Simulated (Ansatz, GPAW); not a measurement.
# Optical response of AlBiS3 (model structure)

Aim: the dielectric function of AlBiS3 (model structure), and the optical constants that follow from it. The structure is a model built here, which may or may not match a known phase. It was built so: All Fe replaced by Al and O replaced by S in the R-3m structure of FeBiO3. The cell is first relaxed with Ansatz.

Calculated with GPAW 26.7.0; DFT, RPBE, plane-wave PAW (GPAW data sets), scalar-relativistic, RPA, optical limit.

**1. The structure**

The structure is trigonal, space group R-3m (No. 166). Conventional cell: a = 6.681 Å, b = 6.681 Å, c = 8.268 Å, α = 90.00°, β = 90.00°, γ = 120.00°. Nearest to Bi lie 12 S at 3.34 to 3.36 Å. S has 2 Al at 2.37 Å nearest. Nearest to Al lie 6 S at 2.37 Å. All Fe replaced by Al and O replaced by S in the R-3m structure of FeBiO3. Farther neighbours and most contacts between anions are not listed.

**2. Relaxation**

Spectra hang on bond lengths, so the cell is first brought to its minimum.

This step: DFT, RPBE, plane-wave PAW, default files, scalar-relativistic, relaxation (Ansatz 0.2.0).

input.yaml

```yaml
crystal:
  lattice:
    - [3.34049212, 1.92863403, 2.7561132]
    - [-3.34049212, 1.92863403, 2.7561132]
    - [0.0, -3.85726806, 2.7561132]
  atoms:
    - { symbol: Bi, position: [0.0, 0.0, 0.0] }
    - { symbol: S, position: [0.5, 0.5, 0.0] }
    - { symbol: S, position: [0.5, 0.0, 0.5] }
    - { symbol: S, position: [0.0, 0.5, 0.5] }
    - { symbol: Al, position: [0.5, 0.5, 0.5] }
kpoints:
  mp_grid: { grid: [5, 5, 5] }
scf:
  occupations: { method: fermi_dirac, width: 0.05 }
hamiltonian:
  xc: rpbe
output:
  forces: true
  stress: true
relax:
  f_tol: 0.02
  max_steps: 50
  cell: {}
```

Run with:

```console
$ ansatz run input.yaml --threads 1 --pin off --max-ram 4096MiB --backend cpu --events-out ev --progress --plain --runs-dir out
```

Numbers of over 12 decimals in the logs are rounded to 6 here.

The log of the run:

```text
Engine: ansatz 0.2.0, aarch64-unknown-linux-gnu
Pseudopotentials: kind: paw
Pseudopotential: Bi, paw, valence charge 15, recommended cutoff 420 eV (normal), Bi.paw.azcp
Pseudopotential: S, paw, valence charge 6, recommended cutoff 420 eV (normal), S.paw.azcp
Pseudopotential: Al, paw, valence charge 3, recommended cutoff 420 eV (normal), Al.paw.azcp
Functional definition: RPBE
  parameter kappa = 0.804
  parameter beta = 0.066725
  exchange = rpbe_x(kappa = kappa, mu = beta*pi^2/3)
  correlation = pbe_c(beta = beta)
Crystal: 5 atoms, lattice volume = 106.539 Å³
Basis set: ecut = 420 eV, 2103 PW (Γ), exchange–correlation on 64×64×64 points (8 copies of the dense FFT grid, shifted against one another)
Bands: 23, of which v1, the nominal top of the filled ones, is band 18 counted from 1 (17 counted from 0)
Symmetry: 12 space group operations
Space group: R-3m (ITA 166), of the structure as read, at distance tolerance 4.7e-5 Å
k-points: 19 of 125
Non-local potential: Bi, projectors of the file, l = 0: 2, l = 1: 2, l = 2: 2, l = 3: 2
Non-local potential: S, projectors of the file, l = 0: 2, l = 1: 2, l = 2: 2
Non-local potential: Al, projectors of the file, l = 0: 2, l = 1: 2, l = 2: 1
PAW form: soft (Blöchl's): semilocal exchange-correlation on the pseudo side does not see the compensation charge
PAW frozen core: Bi, regenerated for the run's functional, and the local potential with it (the file was generated under x = pbe(κ = 0.804, μ = 0.219515), c = pbe(β = 0.066725))
PAW frozen core: S, regenerated for the run's functional, and the local potential with it (the file was generated under x = pbe(κ = 0.804, μ = 0.219515), c = pbe(β = 0.066725))
PAW frozen core: Al, regenerated for the run's functional, and the local potential with it (the file was generated under x = pbe(κ = 0.804, μ = 0.219515), c = pbe(β = 0.066725))
PAW one-centre angular grid: Bi, 590 points (default); XC on 64 Gauss nodes
PAW one-centre angular grid: S, 110 points (default); XC on 64 Gauss nodes
PAW one-centre angular grid: Al, 110 points (default); XC on 64 Gauss nodes
Initial density: superposition of atomic densities (neutral atoms: chi_scale 0, normalization atom), corrected by the library's trained network
Initial wavefunctions: pseudopotential atomic-orbital guess
Functional: x = rpbe, c = pbe(β = 0.066725)
SCF iter   1: F=—  HF=-15670.322371 eV  |F-HF|=—  |Δ(HF+E_count)|=         —  Δρ=3.98e-3  dr2=1.82e-2  ethr=1.77e-3  ⟨swp⟩=6.8  Hψ=2374  notcnv=0
preconditioner: auto → Kerker (q_TF=auto, 2.277 Å⁻¹)  [metal: Δε(μ)=0.041 eV  Ē_g=8.378 eV  σ=0.050 eV  W_gap=0.20  n_scr=18 (ndim 8)  ℏωp=18.3 eV  f_vac=0.000  D(μ)=4.15/eV (n_scr^D=32)]
SCF iter   2: F=—  HF=-15670.319027 eV  |F-HF|=—  |Δ(HF+E_count)|=   3.34e-3  Δρ=2.16e-3  dr2=6.18e-3  ethr=5.07e-5  ⟨swp⟩=1.6  Hψ=748  notcnv=0
SCF iter   3: F=—  HF=-15670.317686 eV  |F-HF|=—  |Δ(HF+E_count)|=   1.34e-3  Δρ=4.71e-4  dr2=3.95e-4  ethr=1.72e-5  ⟨swp⟩=2.5  Hψ=644  notcnv=0
SCF iter   4: F=—  HF=-15670.317559 eV  |F-HF|=—  |Δ(HF+E_count)|=   1.28e-4  Δρ=1.79e-4  dr2=6.06e-5  ethr=1.10e-6  ⟨swp⟩=2.6  Hψ=739  notcnv=0
SCF iter   5: F=—  HF=-15670.317462 eV  |F-HF|=—  |Δ(HF+E_count)|=   9.66e-5  Δρ=4.61e-5  dr2=4.32e-6  ethr=1.68e-7  ⟨swp⟩=2.2  Hψ=633  notcnv=0
SCF iter   6: F=—  HF=-15670.317462 eV  |F-HF|=—  |Δ(HF+E_count)|=   6.98e-9  Δρ=1.26e-5  dr2=2.91e-7  ethr=1.20e-8  ⟨swp⟩=2.1  Hψ=652  notcnv=0
SCF iter   7: F=-15670.317462 eV  HF=-15670.317462 eV  |F-HF|=1.20e-9  |Δ(HF+E_count)|=   2.22e-8  Δρ=3.94e-6  dr2=2.09e-8  ethr=2.78e-10  ⟨swp⟩=4.8  Hψ=1523  notcnv=0
SCF 1 converged in 7 iterations: F = -15670.317462 eV  dr2 = 2.09e-8
  greatest PAW one-centre occupation: 0.989 electrons in one spin orbital (limit 2), on the Bi atom at site 0 (counted from 0), in its partial waves of l = 2
relax step   1: F+E_penalty+E_count = -15670.31746201 eV  Δ(F+E_penalty+E_count) = +0.000e0 eV  max|allowed force component| = 1.985e-30 eV/Å  Δτ_max = 0.0000 Å  P = -1.441 GPa  Ω = 106.539 Å³  (7 SCF iters, dr2 threshold 1.00e-7 eV, accepted)
Crystal: 5 atoms, lattice volume = 104.730 Å³
Basis set: ecut = 420 eV, 2067 PW (Γ), exchange–correlation on 64×64×64 points (8 copies of the dense FFT grid, shifted against one another)
Initial density: handed on by an earlier stage of this run
Initial wavefunctions: those handed on with the density
iter 1 solved again at ethr=5.84e-6 eV; its pass at ethr=3.10e-3 eV (dr2=2.10e-3 eV) is discarded
SCF iter   1: F=—  HF=-15670.329393 eV  |F-HF|=—  |Δ(HF+E_count)|=         —  Δρ=9.21e-4  dr2=2.10e-3  ethr=5.84e-6  ⟨swp⟩=1.1  Hψ=2694  notcnv=0
preconditioner: auto → Kerker (q_TF=auto, 2.283 Å⁻¹)  [metal: Δε(μ)=0.054 eV  Ē_g=8.455 eV  σ=0.050 eV  W_gap=0.26  n_scr=18 (ndim 8)  ℏωp=18.5 eV  f_vac=0.000  D(μ)=4.34/eV (n_scr^D=32)]
SCF iter   2: F=—  HF=-15670.329119 eV  |F-HF|=—  |Δ(HF+E_count)|=   2.75e-4  Δρ=6.07e-4  dr2=1.01e-3  ethr=5.83e-6  ⟨swp⟩=1.0  Hψ=437  notcnv=0
SCF iter   3: F=—  HF=-15670.328909 eV  |F-HF|=—  |Δ(HF+E_count)|=   2.09e-4  Δρ=8.43e-5  dr2=2.14e-5  ethr=2.80e-6  ⟨swp⟩=2.0  Hψ=687  notcnv=0
SCF iter   4: F=—  HF=-15670.328912 eV  |F-HF|=—  |Δ(HF+E_count)|=   2.34e-6  Δρ=2.87e-5  dr2=1.26e-6  ethr=5.95e-8  ⟨swp⟩=2.0  Hψ=639  notcnv=0
iter 5 did not close the SCF: its close was put off for the readings that it lacked (scf_convergence_deferred on its scf_iter line)
SCF iter   5: F=-15670.328912 eV  HF=-15670.328912 eV  |F-HF|=2.38e-8  |Δ(HF+E_count)|=   6.33e-7  Δρ=8.65e-6  dr2=1.43e-7  ethr=3.51e-9  ⟨swp⟩=2.2  Hψ=678  notcnv=0
SCF iter   6: F=-15670.328913 eV  HF=-15670.328913 eV  |F-HF|=5.01e-9  |Δ(HF+E_count)|=   7.74e-8  Δρ=2.62e-6  dr2=8.52e-9  ethr=3.97e-10  ⟨swp⟩=2.9  Hψ=1586  notcnv=0
SCF 2 converged in 6 iterations: F = -15670.328913 eV  dr2 = 8.52e-9
relax step   2: F+E_penalty+E_count = -15670.32891252 eV  Δ(F+E_penalty+E_count) = -1.145e-2 eV  max|allowed force component| = 2.735e-30 eV/Å  Δτ_max = 0.0000 Å  P = -0.261 GPa  Ω = 104.730 Å³  energy of the carried Pulay correction = +2.558e-4 eV  (6 SCF iters, dr2 threshold 5.00e-7 eV, accepted)
Crystal: 5 atoms, lattice volume = 104.336 Å³
Basis set: ecut = 420 eV, 2007 PW (Γ), exchange–correlation on 64×64×64 points (8 copies of the dense FFT grid, shifted against one another)
iter 1 solved again at ethr=2.75e-7 eV; its pass at ethr=3.10e-3 eV (dr2=9.89e-5 eV) is discarded
SCF iter   1: F=—  HF=-15670.329337 eV  |F-HF|=—  |Δ(HF+E_count)|=         —  Δρ=2.05e-4  dr2=1.03e-4  ethr=2.75e-7  ⟨swp⟩=2.6  Hψ=2617  notcnv=0
preconditioner: auto → Kerker (q_TF=auto, 2.285 Å⁻¹)  [metal: Δε(μ)=0.059 eV  Ē_g=8.473 eV  σ=0.050 eV  W_gap=0.28  n_scr=18 (ndim 8)  ℏωp=18.5 eV  f_vac=0.000  D(μ)=4.46/eV (n_scr^D=32)]
SCF iter   2: F=—  HF=-15670.329338 eV  |F-HF|=—  |Δ(HF+E_count)|=   1.04e-6  Δρ=1.35e-4  dr2=4.84e-5  ethr=2.75e-7  ⟨swp⟩=1.0  Hψ=437  notcnv=0
SCF iter   3: F=—  HF=-15670.329328 eV  |F-HF|=—  |Δ(HF+E_count)|=   9.90e-6  Δρ=2.16e-5  dr2=1.31e-6  ethr=1.34e-7  ⟨swp⟩=2.0  Hψ=687  notcnv=0
iter 4 did not close the SCF: its close was put off for the readings that it lacked (scf_convergence_deferred on its scf_iter line)
SCF iter   4: F=-15670.329328 eV  HF=-15670.329328 eV  |F-HF|=8.58e-9  |Δ(HF+E_count)|=   2.64e-8  Δρ=7.41e-6  dr2=1.06e-7  ethr=3.65e-9  ⟨swp⟩=2.5  Hψ=683  notcnv=0
iter 5 did not close the SCF: its close was put off for the readings that it lacked (scf_convergence_deferred on its scf_iter line)
SCF iter   5: F=-15670.329328 eV  HF=-15670.329328 eV  |F-HF|=1.20e-9  |Δ(HF+E_count)|=   1.92e-8  Δρ=2.69e-6  dr2=1.17e-8  ethr=2.94e-10  ⟨swp⟩=2.3  Hψ=680  notcnv=0
SCF iter   6: F=-15670.329328 eV  HF=-15670.329328 eV  |F-HF|=9.09e-12  |Δ(HF+E_count)|=   4.21e-9  Δρ=7.48e-7  dr2=1.08e-9  ethr=3.25e-11  ⟨swp⟩=1.4  Hψ=1405  notcnv=0
SCF 3 converged in 6 iterations: F = -15670.329328 eV  dr2 = 1.08e-9
relax step   3: F+E_penalty+E_count = -15670.32932848 eV  Δ(F+E_penalty+E_count) = -4.160e-4 eV  max|allowed force component| = 2.498e-30 eV/Å  Δτ_max = 0.0000 Å  P = +0.011 GPa  Ω = 104.336 Å³  energy of the carried Pulay correction = +3.121e-4 eV  (6 SCF iters, dr2 threshold 2.95e-7 eV, accepted)
Initial wavefunctions: pseudopotential atomic-orbital guess (no wavefunctions were taken with the density)
iter 1 solved again at ethr=2.24e-7 eV; its pass at ethr=3.10e-3 eV (dr2=8.06e-5 eV) is discarded
SCF iter   1: F=—  HF=-15670.329021 eV  |F-HF|=—  |Δ(HF+E_count)|=         —  Δρ=2.02e-5  dr2=1.39e-7  ethr=2.24e-7  ⟨swp⟩=3.3  Hψ=3513  notcnv=0
preconditioner: auto → Kerker (q_TF=auto, 2.285 Å⁻¹)  [metal: Δε(μ)=0.061 eV  Ē_g=8.472 eV  σ=0.050 eV  W_gap=0.29  n_scr=18 (ndim 8)  ℏωp=18.5 eV  f_vac=0.000  D(μ)=4.49/eV (n_scr^D=32)]
SCF iter   2: F=—  HF=-15670.329032 eV  |F-HF|=—  |Δ(HF+E_count)|=   1.06e-5  Δρ=1.11e-5  dr2=2.91e-8  ethr=3.85e-10  ⟨swp⟩=3.0  Hψ=926  notcnv=0
SCF iter   3: F=—  HF=-15670.329032 eV  |F-HF|=—  |Δ(HF+E_count)|=   3.87e-8  Δρ=5.24e-6  dr2=7.22e-9  ethr=8.08e-11  ⟨swp⟩=2.7  Hψ=770  notcnv=0
SCF iter   4: F=—  HF=-15670.329032 eV  |F-HF|=—  |Δ(HF+E_count)|=   1.24e-8  Δρ=7.86e-7  dr2=7.18e-10  ethr=2.01e-11  ⟨swp⟩=3.0  Hψ=896  notcnv=0
SCF iter   5: F=—  HF=-15670.329032 eV  |F-HF|=—  |Δ(HF+E_count)|=  9.28e-11  Δρ=3.07e-7  dr2=1.57e-10  ethr=1.99e-12  ⟨swp⟩=1.6  Hψ=540  notcnv=0
SCF iter   6: F=-15670.329032 eV  HF=-15670.329032 eV  |F-HF|=1.09e-11  |Δ(HF+E_count)|=  5.46e-12  Δρ=1.66e-7  dr2=3.34e-11  ethr=1.00e-12  ⟨swp⟩=4.0  Hψ=1486  notcnv=0
SCF 4 converged in 6 iterations: F = -15670.329032 eV  dr2 = 3.34e-11
relax step   4: F+E_penalty+E_count = -15670.32903197 eV  Δ(F+E_penalty+E_count) = +2.965e-4 eV  max|allowed force component| = 2.577e-30 eV/Å  Δτ_max = 0.0000 Å  P = +0.010 GPa  Ω = 104.336 Å³  stress off target by 1.28e-2 GPa  SCF on the basis re-selected at this cell (its energy is not comparable with the rows above)  (6 SCF iters)
basis re-selected at this cell: Δ(F+E_penalty+E_count) = +2.965e-4 eV, ΔP = -0.001 GPa vs the last step (what re-selecting the basis moved, of the pressure what is left beyond the Pulay correction that the steps carried, after the strain that the cell walked since its last selection, with what the two solves' SCF thresholds leave and, on support functions, any second-order correction that the steps lacked; it is no m [...]
SCF converged after 6 iterations
Free energy (F): -15670.329032 eV
Harris-Foulkes:  -15670.329032 eV  (|F-HF|=1.09e-11)
Internal energy: -15670.293666 eV  (E = F + TS)
E sigma→0 (E₀):  -15670.311349 eV
Entropy (-TS):   -0.035366 eV (-7.073 meV/atom)
Fermi energy:    8.181636 eV
--- Per-component energies (eV) ---
  E_band       = -93.801784
  E_kinetic    = 643.545092
  E_local      = -1831.686495  (includes V_loc(G=0)·N_el)
  E_nonlocal   = 655.265395
  E_hartree    = 588.550499
  E_xc         = -483.099181
  E_vxc        = -434.710669  (∫ρ·V_xc dr)
  E_paw        = -12959.040905  (= ΣΔE_a)
  E_vpaw       = -303.315625  (= ΣTr[D̂ρ^β])
  E_aug_tail   = -0.000394  (compensation charges beyond the density's cutoff)
  E_ewald      = -2283.758602
  E_core_change = -0.069074  (= ΣΔE_core)
  E_smearing   = -0.035366  (= −TS)
  E_closure    = -0.000000  (closes the sum)
  Σ components = -15670.329032   (vs F -15670.329032, Δ=0.00e0)
--- Forces (eV/Å), atoms counted from 1 ---
  atom   1  Bi     0.00000000     0.00000000     0.00000000
  atom   2  S     -0.00000000     0.00000000    -0.00000000
  atom   3  S      0.00000000    -0.00000000    -0.00000000
  atom   4  S      0.00000000     0.00000000    -0.00000000
  atom   5  Al    -0.00000000    -0.00000000     0.00000000
  max |Σ_I F_I| component: 6.18e-30 eV/Å
--- Stress (GPa, compression-positive) ---
        0.007941      -0.000000       0.000000
       -0.000000       0.007941      -0.000000
       -0.000000       0.000000       0.012769
  P = ⅓ Tr σ = 0.0096 GPa (0.096 kbar)
--- Relaxed structure (3 steps of the walk, 3 accepted, 1 SCFs on fresh bases) ---
  F+E_penalty+E_count = -15670.32903197 eV   max|allowed force component| = 2.577e-30 eV/Å   (the final SCF, on the basis selected at the relaxed cell)
  cell:  # Å, volume = 104.3364 Å³
    - [3.328953, 1.921972, 2.717878]
    - [-3.328953, 1.921972, 2.717878]
    - [0, -3.843944, 2.717878]
  atoms:
    - { symbol: Bi, position: [0, 0, 0] }
    - { symbol: S, position: [0.5, 0.5, -5.551115123125783e-17] }
    - { symbol: S, position: [0.500000, 0.0, 0.5] }
    - { symbol: S, position: [0.0, 0.500000, 0.5] }
    - { symbol: Al, position: [0.5, 0.5, 0.5] }
```

Run time: 8.2 s. Hardware: 1 thread of Arm Neoverse V2, shared host; peak memory 0.36 GiB.

Relaxation path:

```
step  energy less that of the first step (eV)  largest force component (eV/Å)  pressure (GPa)  volume (Å³)
   1                                   0.0000                          0.0000           -1.44       106.54
   2                                  -0.0115                          0.0000           -0.26       104.73
   3                                  -0.0119                          0.0000            0.01       104.34
  4*                                  -0.0116                          0.0000            0.01       104.34
```

Relaxation steps marked * repeat the geometry before them on a plane-wave basis chosen anew for their cell, so energy and pressure can jump there.

Forces are held to the 12 operations that the run works with; a distortion that breaks them can't arise in this run.

```
     cell as run  before  after  change
           a (Å)   4.741  4.708  -0.7 %
           b (Å)   4.741  4.708  -0.7 %
           c (Å)   4.741  4.708  -0.7 %
           α (°)   89.60  90.00  +0.4 %
           β (°)   89.60  90.00  +0.4 %
           γ (°)   89.60  90.00  +0.4 %
volume (Å³/atom)   21.31  20.87  -2.1 %
```

The relaxed structure:

```cif
data_structure
_symmetry_space_group_name_H-M 'P 1'
_symmetry_Int_Tables_number 1
_cell_length_a 4.7077
_cell_length_b 4.7077
_cell_length_c 4.7077
_cell_angle_alpha 90.003
_cell_angle_beta 90.003
_cell_angle_gamma 90.003
_cell_volume 104.34
loop_
_atom_site_label
_atom_site_type_symbol
_atom_site_fract_x
_atom_site_fract_y
_atom_site_fract_z
_atom_site_occupancy
Bi1 Bi 0.00000 0.00000 0.00000 1
S2 S 0.50000 0.50000 0.00000 1
S3 S 0.50000 0.00000 0.50000 1
S4 S 0.00000 0.50000 0.50000 1
Al5 Al 0.50000 0.50000 0.50000 1
```

The relaxation ends with a pressure of 0.01 GPa.

[end of part 1 of 3]

[Machine, clock and banner lines and Python warnings are left out of the logs.]

[Logs are printed without paths, hosts, clocks, repeated set-up lines and the standing remarks that a program may print on its own settings, such as how far it seeks lower states.]

[Hosts, paths, dates, database ids (printed as entryN), source tags and the programs' standing remarks are cut or masked in the printed files.]
